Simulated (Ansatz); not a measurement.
An input for Ansatz 0.2.0 (TiO2 (Anatase)):

```yaml
crystal:
  lattice:
    - [-1.8921, 1.8921, 4.7573]
    - [1.8921, -1.8921, 4.7573]
    - [1.8921, 1.8921, -4.7573]
  atoms:
    - { symbol: Ti, position: [0.0, 0.0, 0.0] }
    - { symbol: Ti, position: [0.75, 0.25, 0.5] }
    - { symbol: O, position: [0.2081, 0.2081, 0.0] }
    - { symbol: O, position: [0.9581, 0.4581, 0.5] }
    - { symbol: O, position: [0.5419, 0.0419, 0.5] }
    - { symbol: O, position: [0.7919, 0.7919, 0.0] }
kpoints:
  mp_grid: { grid: [6, 6, 6] }
hamiltonian:
  xc: lda
  pseudopotentials: { kind: paw, azcp: { folder: "./paw" } }
scf:
  occupations: { method: fixed }
gw:
  n_empty_bands: 539
  ecut_chi: 230.0
  qp_bands: [v2, c2]
  qp_kpoints: band_edges
  screening: { model: contour_deformation }
```

```sh
ansatz run input.yaml --threads 3 --pin off --max-ram 92160MiB --backend cuda --events-out ev --progress --plain --runs-dir out --devices 1 --max-vram 13GiB
```

**Question.** Estimate wall time and host memory on 1 × NVIDIA H100 80GB HBM3 (shared by 6 runs) with 3 threads of AMD EPYC 7R13 (Zen 3), shared host.

It took 2.7 min; on shared hardware allow 80 s to 5.4 min. Peak host memory was 2.9 GiB. The sizes that set the cost: 1315 plane waves a state, 30 irreducible k points, 563 bands summed, 559 plane waves in the screening and 9 SCF cycles.

The screening grows as filled bands × empty bands × pairs of k points, times the square of the screening basis for the matrix.

[Paths, hosts, dates, memory and timing lines, banners, echoed tables and standing remarks are left out of the program output.]

[Logs are printed without paths, hosts, clocks, repeated set-up lines and the standing remarks that a program may print on its own settings, such as how far it seeks lower states.]

[Runs of the session that timed out or met a known fault of the program may be left out.]

[Cells called generated may have been cut or substituted from an entry of the Crystallography Open Database or the Materials Project.]

[Hosts, paths, dates, database ids (printed as entryN), source tags and the programs' standing remarks are cut or masked in the printed files.]
